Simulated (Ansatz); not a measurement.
Planning a GW calculation on KBr (Fm-3m).

It takes space group Fm-3m (No. 225, cubic). Conventional cell: a = 6.600 Å, b = 6.600 Å, c = 6.600 Å, α = 90.00°, β = 90.00°, γ = 90.00°. Nearest to K lie 6 Br at 3.30 Å. Nearest to Br lie 6 K at 3.30 Å. Farther neighbours and most contacts between anions are not listed.

```xyz
2
Lattice="0.0000 3.3000 3.3000 3.3000 0.0000 3.3000 3.3000 3.3000 0.0000" Properties=species:S:1:pos:R:3 pbc="T T T"
K     0.0000    0.0000    0.0000
Br    3.3000    3.3000    3.3000
```

The cell and positions come from the Crystallography Open Database and are kept as given unless a step says otherwise. PAW set soft_2, made with PBE.

Runs so far (Ansatz 0.2.0, start PBE, default PAW files, 4×4×4 mesh). Times are wall times on 1 × NVIDIA H100 80GB HBM3 (shared by 6 runs) with 3 threads of AMD EPYC 7R13 (Zen 3), shared host, good to a factor of about two.

| bands summed | cutoff (eV) | gap on the mesh (eV) | time |
| --- | --- | --- | --- |
| 83 | 60 | 6.659 | 7.4 s |
| 222 | 120 | 6.932 | 12 s |

**Question.** What should the next rung give, with 469 bands and screening to 200 eV, and where is the limit?

The error falls about as one over the bands when the cutoff rises with them. A line through the two highest rungs given predicts 7.018 eV; the run gave 7.050 eV, a miss of 0.032 eV, so the law holds only roughly here. The two highest rungs put the limit near 7.155 eV, the pair below near 7.095 eV; their difference is a rough measure of what is unsettled in bands and cutoff; the mesh is a separate error.

Gaps are over the mesh's points; an edge off the mesh would be missed. Limits: not at the basis limit; no spin-orbit coupling.

[Paths, hosts, dates, memory and timing lines, banners, echoed tables and standing remarks are left out of the program output.]

[Logs are printed without paths, hosts, clocks, repeated set-up lines and the standing remarks that a program may print on its own settings, such as how far it seeks lower states.]

[Runs of the session that timed out or met a known fault of the program may be left out.]

[Cells called generated may have been cut or substituted from an entry of the Crystallography Open Database or the Materials Project.]

[Hosts, paths, dates, database ids (printed as entryN), source tags and the programs' standing remarks are cut or masked in the printed files.]
